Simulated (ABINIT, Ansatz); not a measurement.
# Iridium (Fm-3m): from the cell to the phonon bands, part 2 of 4

Aim: the phonon dispersion of Iridium (Fm-3m), checked by a second program.

ABINIT 10.8.3; DFT LDA, scalar-relativistic, plane waves, PseudoDojo norm-conserving pseudopotentials.

So far. Step 3 (Relaxing the cell and atoms): The volume changes by -1.6 % in this run and stands -1.6 % from the first cell. Step 4 (Self-consistent run for the response): The cell stands at -0.46 GPa: the relaxation ran with a smoothed and higher cutoff, and the difference is a stress of the finite basis. The relaxed cell has a = 3.810 Å (conventional setting).

The database entry behind the starting cell differs from later determinations by our own check (0.1 to 0.3 % short, probably kX units), so it need not match the best structure at ambient conditions.

**5. Zone-centre response**

At q = 0 one unit cell holds all displacements. The response is solved for single atoms along the cell's directions, and symmetry skips those that follow from others. The crystal is treated as a metal, which screens a static field, so no field response is asked.

Input file dfpt_gamma.abi:

```

# common to the responses
getwfk_filepath "gso_WFK"
kptopt 2
nqpt 1
qpt 0.0 0.0 0.0
asr 0
chneut 0

# displacements
rfphon 1
rfatpol 1 1
rfdir 1 1 1
tolvrs 1.0d-10
prtwf 0

# basis, mesh and filling
ecut 30.0
ngkpt 16 16 16
nshiftk 1
shiftk 0.0 0.0 0.0
istwfk *1
occopt 7
tsmear 0.01
nband 15
nstep 100
diemac 1000000.0
prtebands 0
prtgsr 0
useylm 1

# cell and atoms
acell 5.091116282 5.091116282 5.091116282
rprim 
    0.0 0.7071067812 0.7071067812
    0.7071067812 0.0 0.7071067812
    0.7071067812 0.7071067812 0.0
ntypat 1
znucl 77
natom 1
typat 1
xred 
    0.0 0.0 0.0
pp_dirpath "./pseudo"
pseudos "Ir.upf"
```

Launch:

```bash
$ OMP_NUM_THREADS=1 mpirun -n 8 abinit dfpt_gamma.abi > dfpt_gamma.log
```

Numbers of over 12 decimals in the logs are rounded to 6 here.

dfpt_gamma.abo, the main output file:

```text
[banners, grids, parts of the stress and lines that vanish by symmetry left out]
- input  file    -> dfpt_gamma.abi
- output file    -> dfpt_gamma.abo
- root for input  files -> dfpt_gammai
- root for output files -> dfpt_gammao

 Symmetries : space group Fm -3 m (#225); Bravais cF (face-center cubic)
================================================================================
 Values of the parameters that define the memory need of the present run (RF).
     intxc =       0      iscf =       7    lmnmax =      32     lnmax =       8
     mgfft =      27  mpssoang =       4    mqgrid =    3001     natom =       1
  nloc_mem =       1    nspden =       1   nspinor =       1    nsppol =       1
      nsym =      48    n1xccc =    2501    ntypat =       1    occopt =       7
   xclevel =       1
-    mband =          15        mffmem =           1         mkmem =         257
-   mkqmem =         257        mk1mem =         257           mpw =         754
      nfft =       19683          nkpt =        2052
- my_mband =          15
================================================================================
================================================================================

--------------------------------------------------------------------------------
------------- Echo of variables that govern the present computation ------------
--------------------------------------------------------------------------------
-
- outvars: echo of selected default values
-   iomode0 =  0 , fftalg0 =312 , wfoptalg0 =  0
-
- outvars: echo of global parameters not present in the input file
-  max_nthreads =    1
-
 -outvars: echo values of preprocessed input variables --------
            acell      5.0911162820E+00  5.0911162820E+00  5.0911162820E+00 Bohr
              amu      1.92220000E+02
              asr           0
           chneut           0
             ecut      3.00000000E+01 Hartree
-          fftalg         312
           istwfk        1    0    0    0    0    0    0    0    1    0
                         0    0    0    0    0    0    0    0    0    0
                         0    0    0    0    0    0    0    0    0    0
                         0    0    0    0    0    0    0    0    0    0
                         0    0    0    0    0    0    0    0    0    0
                       outvar_i_n : Printing only first  50 k-points.
              ixc       -1012
              kpt      0.00000000E+00  0.00000000E+00  0.00000000E+00
                       6.25000000E-02  0.00000000E+00  0.00000000E+00
                       1.25000000E-01  0.00000000E+00  0.00000000E+00
                       1.87500000E-01  0.00000000E+00  0.00000000E+00
                       [...]
                       outvar_i_n : Printing only first  50 k-points.
           kptopt           2
         kptrlatt       16    0    0      0   16    0      0    0   16
          kptrlen      8.14578605E+01
P           mkmem         257
P          mkqmem         257
P          mk1mem         257
            natom           1
            nband          15
           nbdbuf           2
            ngfft          27      27      27
             nkpt        2052
             nqpt           1
            nstep         100
             nsym          48
           ntypat           1
              occ      2.000000  2.000000  2.000000  2.000000  2.000000  2.000000
                       2.000000  2.000000  1.000000  0.000000  0.000000  0.000000
                       0.000000  0.000000  0.000000
                       2.000000  2.000000  2.000000  2.000000  2.000000  2.000000
                       [...]
                       prtocc : prtvol=0, do not print more k-points.
           occopt           7
        optdriver           1
        prtebands           0
           prtgsr           0
           prtpot           1
            prtwf           0
           rfphon           1
            rprim      0.0000000000E+00  7.0710678120E-01  7.0710678120E-01
                       7.0710678120E-01  0.0000000000E+00  7.0710678120E-01
                       7.0710678120E-01  7.0710678120E-01  0.0000000000E+00
          spgroup         225
           symrel      1  0  0   0  1  0   0  0  1      -1  0  0   0 -1  0   0  0 -1
                       0 -1  1   0 -1  0   1 -1  0       0  1 -1   0  1  0  -1  1  0
                      -1  0  0  -1  0  1  -1  1  0       1  0  0   1  0 -1   1 -1  0
                       0  1 -1   1  0 -1   0  0 -1       0 -1  1  -1  0  1   0  0  1
                       [...]
           tolvrs      1.00000000E-10
            typat      1
           useylm           1
              wtk        0.00024    0.00049    0.00049    0.00049    0.00049    0.00049
                         0.00049    0.00049    0.00024    0.00049    0.00049    0.00049
                         0.00049    0.00049    0.00049    0.00049    0.00049    0.00049
                         0.00049    0.00049    0.00049    0.00049    0.00049    0.00049
                       [...]
                       outvars : Printing only first  50 k-points.
            znucl       77.00000

================================================================================

 chkinp: Checking input parameters for consistency.

================================================================================
== DATASET  1 ==================================================================
-   mpi_nproc: 8, omp_nthreads: 1 (-1 if OMP is not activated)

--- !DatasetInfo
iteration_state: {dtset: 1, }
dimensions: {natom: 1, nkpt: 2052, mband: 15, nsppol: 1, nspinor: 1, nspden: 1, mpw: 754, }
cutoff_energies: {ecut:  30.0, pawecutdg:  -1.0, }
electrons: {nelect:   1.70000000E+01, charge:   0.00000000E+00, occopt:   7.00000000E+00, tsmear:   1.00000000E-02, }
meta: {optdriver: 1, rfphon: 1, }
...

 mkfilename: getwfk from: gso_WFK

 Real(R)+Recip(G) space primitive vectors, cartesian coordinates (Bohr,Bohr^-1):
 R(1)=  0.0000000  3.5999628  3.5999628  G(1)= -0.1388903  0.1388903  0.1388903
 R(2)=  3.5999628  0.0000000  3.5999628  G(2)=  0.1388903 -0.1388903  0.1388903
 R(3)=  3.5999628  3.5999628  0.0000000  G(3)=  0.1388903  0.1388903 -0.1388903
 Unit cell volume ucvol=  9.3309111E+01 bohr^3
 Angles (23,13,12)=  6.00000000E+01  6.00000000E+01  6.00000000E+01 degrees
 setup1 : take into account q-point for computing boxcut.

 getcut: wavevector=  0.0000  0.0000  0.0000  ngfft=  27  27  27
         ecut(hartree)=     30.000   => boxcut(ratio)=   2.07432

--- Pseudopotential description ------------------------------------------------
- pspini: atom type   1  psp file is ./pseudo/Ir.upf

   4.68563106E+02                                ecore*ucvol(ha*bohr**3)
--------------------------------------------------------------------------------

 ==>  initialize data related to q vector <==

 The list of irreducible perturbations for this q vector is:
    1)    idir= 1    ipert=   1

================================================================================

 The perturbation idir=   2  ipert=   1 is
 symmetric of a previously calculated perturbation.
 So, its SCF calculation is not needed.

 The perturbation idir=   3  ipert=   1 is
 symmetric of a previously calculated perturbation.
 So, its SCF calculation is not needed.

--------------------------------------------------------------------------------
 Perturbation wavevector (in red.coord.)   0.000000  0.000000  0.000000
 Perturbation : displacement of atom   1   along direction   1
 Found     4 symmetries that leave the perturbation invariant.
 symkpt : the number of k-points, thanks to the symmetries,
 is reduced to   621 .

--------------------------------------------------------------------------------

--------------------------------------------------------------------------------

 dfpt_looppert : total number of electrons, from k and k+q
  fully or partially occupied states are    1.700000E+01 and    1.700000E+01.
 Initialisation of the first-order wave-functions :
  ireadwf=   0

--- !BeginCycle
iteration_state: {dtset: 1, }
solver: {iscf: 7, nstep: 100, nline: 4, wfoptalg: 0, }
tolerances: {tolvrs: 1.00E-10, }
...

     iter   2DEtotal(Ha)        deltaE(Ha) residm    vres2
-ETOT  1  0.299813     -2.183E+03 6.939E+00 1.117E+02
 ETOT  2  3.10257809667291E-03 -2.967E-01 1.194E-01 5.643E+00
 ETOT  3  1.00973660551062E-04 -3.002E-03 5.782E-04 4.543E-02
 ETOT  4  7.18385443860825E-05 -2.914E-05 1.152E-04 1.168E-04
 ETOT  5  7.17554165703405E-05 -8.313E-08 1.464E-06 2.408E-07
 ETOT  6  7.17553569984375E-05 -5.957E-11 3.185E-07 2.287E-09
 ETOT  7  7.17553806452997E-05  2.365E-11 4.518E-09 2.714E-10
 ETOT  8  7.17553551794481E-05 -2.547E-11 9.917E-10 3.921E-12

 At SCF step    8       vres2   =  3.92E-12 < tolvrs=  1.00E-10 =>converged.
================================================================================

 ----iterations are completed or convergence reached----

 Mean square residual over all n,k,spin=   17.275E-14; max=  99.171E-11

 Thirteen components of 2nd-order total energy (hartree) are
 1,2,3: 0th-order hamiltonian combined with 1st-order wavefunctions
     kin0=   1.60621190E+03 eigvalue=  -3.83083323E-02  local=  -9.19351760E+02
 4,5,6: 1st-order hamiltonian combined with 1st and 0th-order wfs
 loc psp =  -3.04401280E+03  Hartree=   6.99407052E+02     xc=  -1.13427774E+02
 note that "loc psp" includes a xc core correction that could be resolved
 7,8,9: eventually, occupation + non-local contributions
    edocc=   3.13519112E+02     enl0=   5.97363077E+02   enl1=  -1.32335380E+03
 1-9 gives the relaxation energy (to be shifted if some occ is /=2.0)
   erelax=  -2.18368330E+03
 10,11,12 Non-relaxation  contributions : frozen-wavefunctions and Ewald
 fr.local=   1.48685508E+03 fr.nonlo=   6.61676972E+02  Ewald=   0.00000000E+00
 13,14 Frozen wf xc core corrections (1) and (2)
 frxc 1  =  -2.23367078E+02  frxc 2 =   2.58518391E+02
 Resulting in :
 2DEtotal=    0.7175535563E-04 Ha. Also 2DEtotal=    0.195256269738E-02 eV
    (2DErelax=   -2.1836832972E+03 Ha. 2DEnonrelax=    2.1836833690E+03 Ha)
    (  non-var. 2DEtotal :    7.1896525583E-05 Ha)

================================================================================

 ---- first-order wavefunction calculations are completed ----

 ==> Compute Derivative Database <==

  2nd-order matrix (non-cartesian coordinates, masses not included,
   asr not included )
     j1       j2             matrix element
  dir pert dir pert     real part     imaginary part

   1    1   1    1         0.0000718952         0.0000000000
   1    1   2    1         0.0000359476         0.0000000000
   1    1   3    1         0.0000359476         0.0000000000
   1    1   2    3         0.0000000000         0.0000000000
   1    1   3    3         0.0000000000         0.0000000000

   2    1   1    1         0.0000359476         0.0000000000
   2    1   2    1         0.0000718952         0.0000000000
   2    1   3    1         0.0000359476         0.0000000000
   2    1   1    3         0.0000000000         0.0000000000
   2    1   3    3         0.0000000000         0.0000000000

   3    1   1    1         0.0000359476         0.0000000000
   3    1   2    1         0.0000359476         0.0000000000
   3    1   3    1         0.0000718952         0.0000000000
   3    1   1    3         0.0000000000         0.0000000000
   3    1   2    3         0.0000000000         0.0000000000

   1    3   2    1         0.0000000000         0.0000000000
   1    3   3    1         0.0000000000         0.0000000000

   2    3   1    1         0.0000000000         0.0000000000
   2    3   3    1         0.0000000000         0.0000000000

   3    3   1    1         0.0000000000         0.0000000000
   3    3   2    1         0.0000000000         0.0000000000

  Dynamical matrix, in cartesian coordinates,
   if specified in the inputs, asr has been imposed
     j1       j2             matrix element
  dir pert dir pert     real part    imaginary part

   1    1   1    1         0.0000027738         0.0000000000
   1    1   2    1        -0.0000000000         0.0000000000
   1    1   3    1         0.0000000000         0.0000000000

   2    1   1    1        -0.0000000000         0.0000000000
   2    1   2    1         0.0000027738         0.0000000000
   2    1   3    1        -0.0000000000         0.0000000000

   3    1   1    1         0.0000000000         0.0000000000
   3    1   2    1         0.0000000000         0.0000000000
   3    1   3    1         0.0000027738         0.0000000000

  Phonon wavevector (reduced coordinates) :  0.00000  0.00000  0.00000
 Phonon energies in Hartree :
   2.813570E-06  2.813570E-06  2.813571E-06
 Phonon frequencies in cm-1    :
-  6.175072E-01  6.175073E-01  6.175074E-01

== END DATASET(S) ==============================================================
================================================================================

 -outvars: echo values of variables after computation
            acell      5.0911162820E+00  5.0911162820E+00  5.0911162820E+00 Bohr
           etotal      7.1755355179E-05
            fcart      0.0000000000E+00  0.0000000000E+00  0.0000000000E+00
           strten      0.0000000000E+00  0.0000000000E+00  0.0000000000E+00
================================================================================
```

Run time: 24 s. Hardware: 8 MPI ranks of AMD EPYC 9B14 (Zen 4), shared host.

With one atom there are acoustic modes alone, which should vanish; they come out at 0.62 cm⁻¹ in size, the error that the sum rule removes later.

**6. Modes with the sum rule**

anaddb reads the merged derivatives and imposes the acoustic sum rule.

Input file anaddb.abi:

```
ddb_filepath "gamma_DDB"
output_file "anaddb.abo"
outdata_prefix "anaddb"
asr 1
chneut 1
enunit 2
eivec 1
nph1l 1
qph1l 0.0 0.0 0.0 1.0
```

Input file mrgddb.in:

```
gamma_DDB
merged
2
dfpt_gammao_DDB
gso_DDB
```

Launch:

```bash
$ mrgddb < mrgddb.in > mrgddb.log
$ OMP_NUM_THREADS=1 anaddb anaddb.abi > anaddb.log
```

anaddb.abo, the main output file:

```text
-outvars_anaddb: echo values of input variables ----------------------

 Miscellaneous information :
      enunit         2
       eivec         1
         asr         1
 First list of wavevector (reduced coord.) :
       nph1l         1
       qph1l
                     0.00000000E+00  0.00000000E+00  0.00000000E+00    1.000E+00

================================================================================

 read the DDB information and perform some checks

  ==== Info on the Cryst% object ====
 Real(R)+Recip(G) space primitive vectors, cartesian coordinates (Bohr,Bohr^-1):
 R(1)=  0.0000000  3.5999628  3.5999628  G(1)= -0.1388903  0.1388903  0.1388903
 R(2)=  3.5999628  0.0000000  3.5999628  G(2)=  0.1388903 -0.1388903  0.1388903
 R(3)=  3.5999628  3.5999628  0.0000000  G(3)=  0.1388903  0.1388903 -0.1388903
 Unit cell volume ucvol=  9.3309111E+01 bohr^3
 Angles (23,13,12)=  6.00000000E+01  6.00000000E+01  6.00000000E+01 degrees
 Time-reversal symmetry is present
 Reduced atomic positions [iatom, xred, symbol]:
    1)    0.0000000  0.0000000  0.0000000  Ir

 DDB file with 3 blocks has been read.

================================================================================

 Treat the first list of vectors

  Phonon wavevector (reduced coordinates) :  0.00000  0.00000  0.00000
 Phonon energies in Hartree :
   0.000000E+00  0.000000E+00  0.000000E+00
 Phonon energies in meV     :
-  0.000000E+00  0.000000E+00  0.000000E+00
 Phonon frequencies in cm-1    :
-  0.000000E+00  0.000000E+00  0.000000E+00
 Phonon frequencies in Thz     :
-  0.000000E+00  0.000000E+00  0.000000E+00
 Phonon energies in Kelvin  :
-  0.000000E+00  0.000000E+00  0.000000E+00

 Eigendisplacements
 (will be given, for each mode : in cartesian coordinates
   for each atom the real part of the displacement vector,
   then the imaginary part of the displacement vector - absolute values smaller than 1.0d-7 are set to zero)
  Mode number    1   Energy    0.000000E+00
 Attention : low frequency mode.
   (Could be unstable or acoustic mode)
-  1  0.00000000E+00  0.00000000E+00  1.68935399E-03
-     0.00000000E+00  0.00000000E+00  0.00000000E+00
  Mode number    2   Energy    0.000000E+00
 Attention : low frequency mode.
   (Could be unstable or acoustic mode)
-  1  0.00000000E+00  1.68935399E-03  0.00000000E+00
-     0.00000000E+00  0.00000000E+00  0.00000000E+00
  Mode number    3   Energy    0.000000E+00
 Attention : low frequency mode.
   (Could be unstable or acoustic mode)
-  1  1.68935399E-03  0.00000000E+00  0.00000000E+00
-     0.00000000E+00  0.00000000E+00  0.00000000E+00

 Analysis of degeneracies and characters (maximum tolerance=1.00E-06 a.u.)
 For each vibration mode, or group of modes if degenerate,
 the characters are given for each symmetry operation (see the list in the log file).
 Symmetry characters of vibration mode #   1
       degenerate with vibration modes #   2 to    3
  3.0 -3.0 -1.0  1.0 -1.0  1.0 -1.0  1.0  1.0 -1.0 -1.0  1.0  1.0 -1.0 -1.0  1.0
 -0.0  0.0  0.0 -0.0 -0.0  0.0 -0.0  0.0  1.0 -1.0 -1.0  1.0 -1.0  1.0  1.0 -1.0
 -0.0  0.0  0.0 -0.0  0.0 -0.0  0.0 -0.0  1.0 -1.0  1.0 -1.0 -1.0  1.0 -1.0  1.0
-
```

It took 0.63 s on 1 thread.

Zone-centre frequencies as printed; negative means imaginary. Modes:

```
mode  frequency (cm⁻¹)
   1                 0
   2                 0
   3                 0
```

**7. Sum rules set otherwise (asr 0)**

Without the rule the raw error of the acoustic modes shows.

Changes to anaddb.abi since step 6:

```diff
@@ -3,4 +3,4 @@
 outdata_prefix "anaddb"
-asr 1
-chneut 1
+asr 0
+chneut 0
 enunit 2
```

mrgddb.in is that of step 6.

anaddb.abo, the main output file:

```text
-outvars_anaddb: echo values of input variables ----------------------

 Miscellaneous information :
      enunit         2
       eivec         1
      chneut         0
 First list of wavevector (reduced coord.) :
       nph1l         1
       qph1l
                     0.00000000E+00  0.00000000E+00  0.00000000E+00    1.000E+00

================================================================================

 read the DDB information and perform some checks

  ==== Info on the Cryst% object ====
 Real(R)+Recip(G) space primitive vectors, cartesian coordinates (Bohr,Bohr^-1):
 R(1)=  0.0000000  3.5999628  3.5999628  G(1)= -0.1388903  0.1388903  0.1388903
 R(2)=  3.5999628  0.0000000  3.5999628  G(2)=  0.1388903 -0.1388903  0.1388903
 R(3)=  3.5999628  3.5999628  0.0000000  G(3)=  0.1388903  0.1388903 -0.1388903
 Unit cell volume ucvol=  9.3309111E+01 bohr^3
 Angles (23,13,12)=  6.00000000E+01  6.00000000E+01  6.00000000E+01 degrees
 Time-reversal symmetry is present
 Reduced atomic positions [iatom, xred, symbol]:
    1)    0.0000000  0.0000000  0.0000000  Ir

 DDB file with 3 blocks has been read.

================================================================================

 Treat the first list of vectors

  Phonon wavevector (reduced coordinates) :  0.00000  0.00000  0.00000
 Phonon energies in Hartree :
   2.813570E-06  2.813570E-06  2.813571E-06
 Phonon energies in meV     :
-  7.656114E-02  7.656115E-02  7.656116E-02
 Phonon frequencies in cm-1    :
-  6.175073E-01  6.175073E-01  6.175074E-01
 Phonon frequencies in Thz     :
-  1.851240E-02  1.851240E-02  1.851241E-02
 Phonon energies in Kelvin  :
-  8.884552E-01  8.884552E-01  8.884554E-01

 Eigendisplacements
 (will be given, for each mode : in cartesian coordinates
   for each atom the real part of the displacement vector,
   then the imaginary part of the displacement vector - absolute values smaller than 1.0d-7 are set to zero)
  Mode number    1   Energy    2.813570E-06
 Attention : low frequency mode.
   (Could be unstable or acoustic mode)
-  1  0.00000000E+00  0.00000000E+00  1.68935399E-03
-     0.00000000E+00  0.00000000E+00  0.00000000E+00
  Mode number    2   Energy    2.813570E-06
 Attention : low frequency mode.
   (Could be unstable or acoustic mode)
-  1  0.00000000E+00  1.68935399E-03  0.00000000E+00
-     0.00000000E+00  0.00000000E+00  0.00000000E+00
  Mode number    3   Energy    2.813571E-06
 Attention : low frequency mode.
   (Could be unstable or acoustic mode)
-  1  1.68935399E-03  0.00000000E+00  0.00000000E+00
-     0.00000000E+00  0.00000000E+00  0.00000000E+00

 Analysis of degeneracies and characters (maximum tolerance=1.00E-06 a.u.)
 For each vibration mode, or group of modes if degenerate,
 the characters are given for each symmetry operation (see the list in the log file).
 Symmetry characters of vibration mode #   1
       degenerate with vibration modes #   2 to    3
  3.0 -3.0 -1.0  1.0 -1.0  1.0 -1.0  1.0  1.0 -1.0 -1.0  1.0  1.0 -1.0 -1.0  1.0
  0.0 -0.0 -0.0  0.0  0.0 -0.0 -0.0  0.0  1.0 -1.0 -1.0  1.0 -1.0  1.0  1.0 -1.0
  0.0 -0.0  0.0 -0.0 -0.0  0.0 -0.0  0.0  1.0 -1.0  1.0 -1.0 -1.0  1.0 -1.0  1.0
-
```

Run time: 0.62 s. Hardware: 1 thread.

Numbers from this step:

```yaml
largest_acoustic_frequency_at_the_zone_centre_before_the_sum_rule: 0.62 cm⁻¹
```

Zone-centre frequencies as printed; negative means imaginary. Modes:

```
mode  frequency (cm⁻¹)
   1              0.62
   2              0.62
   3              0.62
```

(Continued in part 3 of 4.)

[Host names and launcher messages were left out of these logs when they were recorded.]

[Logs are printed without paths, hosts, clocks, repeated set-up lines and the standing remarks that a program may print on its own settings, such as how far it seeks lower states.]

[Hosts, paths, dates, database ids (printed as entryN), source tags and the programs' standing remarks are cut or masked in the printed files.]
